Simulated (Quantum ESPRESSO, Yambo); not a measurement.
Planning a run of Yambo 5.3.0 on NH4Br (P-43m). The input:

```
optics
bss
bse
em1s
dipoles
rim_cut
RandQpts= 1000000
RandGvec= 1 RL
Chimod= "HARTREE"
BSKmod= "SEX"
BSEmod= "resonant"
BSSmod= "d"
BSENGexx= 30 Ry
BSENGBlk= 6 Ry
% BSEQptR
 1 | 1 |
%
% BSEBands
 6 | 13 |
%
% BEnRange
 0 | 10 | eV
%
% BDmRange
 0.1 | 0.1 | eV
%
BEnSteps= 101
% BLongDir
 1 | 0 | 0 |
%
% BndsRnXs
 1 | 35 |
%
NGsBlkXs= 6 Ry
% LongDrXs
 1 | 1 | 1 |
%
% KfnQP_E
 2.332 | 1.0 | 1.0 |
%
WRbsWF
```

```sh
OMP_NUM_THREADS=1 mpirun -n 4 yambo -F bse3.in -J bse3 -C bse3 > bse3.log
```

The stored states that it reads are on a 4×4×4 mesh. The structure is cubic, space group P-43m (No. 215). Conventional cell: a = 4.000 Å, b = 4.000 Å, c = 4.000 Å, α = 90.00°, β = 90.00°, γ = 90.00°. Nearest to H lie 1 N at 1.03 Å. Nearest to Br lie 4 H at 2.44 Å. Nearest to N lie 4 H at 1.03 Å. Farther neighbours and most contacts between anions are not listed.

Q: How long will it take on 4 MPI ranks of Arm Neoverse V2, shared host, and how much memory?

It took 17 s; on shared hardware allow 8.4 s to 34 s. Peak host memory was 1.2 GiB.

The kernel grows as the square of the matrix size, and full diagonalisation as its cube.

[Paths, hosts, dates, memory and timing lines, banners, echoed tables and standing remarks are left out of the program output.]

[Logs are printed without paths, hosts, clocks, repeated set-up lines and the standing remarks that a program may print on its own settings, such as how far it seeks lower states.]

[Runs of the session that timed out or met a known fault of the program may be left out.]

[Hosts, paths, dates, database ids (printed as entryN), source tags and the programs' standing remarks are cut or masked in the printed files.]
